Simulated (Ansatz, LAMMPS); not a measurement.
# Static equation of state of amorphous 29Ga2O3-71GeO2 (mol %) (86 atoms)

Density of this cell: 4.29 g/cm³. The cell holds 86 atoms: 14 Ga, 17 Ge and 55 O. Its edges and angles: a = 10.475 Å, b = 10.839 Å, c = 10.574 Å, α = 89.2°, β = 90.5°, γ = 94.3°. The starting structure: 86 atoms (14 Fe, 17 Ge, 55 O) placed at random at 3.54 g/cm³, melted at 5000 K for 10 ps at fixed volume with the Morse and Coulomb pair potential with partial charges (Pedone, Malavasi, Menziani, Cormack and Segre, J. Phys. Chem. B 110, 11780 (2006)). Quenched from 5000 K to 300 K at 100 K/ps and fixed volume, held 5 ps, then minimised at fixed cell. Then Fe was replaced by Ga and the cell scaled by 1.006 (the potential has no terms for the new elements, so the cell is a start for a DFT relaxation).

Calculated with Ansatz 0.2.0: Kohn-Sham DFT, PBE, PAW (set soft_2), plane waves; cutoff 420 eV, Γ point, fermi-dirac smearing of 0.05 eV. Cell and atoms were relaxed first, to V0 = 13.918 Å³ an atom at a residual P0 = -0.014 GPa. The cell was then scaled evenly, and the atoms were relaxed at each volume.

| volume (Å³/atom) | pressure (GPa) |
| --- | --- |
| 12.527 | ? |
| 13.083 | 3.893 |
| 13.501 | 1.618 |
| 14.336 | -1.637 |
| 14.754 | -3.144 |

**Question.** Fit the third-order Birch–Murnaghan equation to the rows given and extrapolate to the withheld row.

**Working.**

Take the Eulerian strain f = ½[(V0/V)^(2/3) − 1] and the normalised pressure F = (P − P0) / [3f(1 + 2f)^(5/2)]. The third-order Birch–Murnaghan equation is then the line F = B0 + (3/2)B0(B′ − 4) f, so u = f and v = F.

| u = f | v = F (GPa) |
| --- | --- |
| 0.0210566 | 55.7807 |
| 0.0102571 | 50.4004 |
| -0.00975659 | 58.2711 |
| -0.0190504 | 60.3565 |

With n = 4: mean u = 6.2666e-4, mean v = 56.2022, Σ(u − ū)² = 0.0010051, Σ(u − ū)(v − v̄) = -0.16771. Slope b = -0.16771 / 0.0010051 = -166.86; intercept a = v̄ − b ū = 56.307.

So B0 = a = 56.3 GPa and B′ = 4 + 2b/(3a) = 2.02. At the withheld volume f = 0.03638, F = a + b f = 50.24 GPa, and P = P0 + 3f(1 + 2f)^(5/2) F.

Prediction at 12.527: 6.522 GPa. The run gave 7.122 GPa, so the fit is low by 0.60 GPa (8.4 % of the value).

The series isn't one smooth equation of state: even a line fitted to all rows, the withheld one included, misses F by up to 10.5 % and the count of bonds changes along the series. B0 and B′ are then only the numbers of this fit, not moduli of the material. Among the rows given, the largest miss of the fit is at 13.083, by 0.21 GPa (2.0 % of the range of the table).

Limits: Static cells at zero temperature; the cell shape is held. The program notes that the SCF threshold of these relaxations is loose for the stress. The quench rate of 100 K/ps is many orders above laboratory rates, so the cell is likely richer in defects and strain than a real sample. The network of bonds at the start is that of the classical potential that made the cell, and needn't be the one that DFT or experiment would give. Only the Γ point is sampled, in a cell whose shortest periodic width is 10 Å.

[Hosts, paths, dates, database ids (printed as entryN), source tags and the programs' standing remarks are cut or masked in the printed files.]
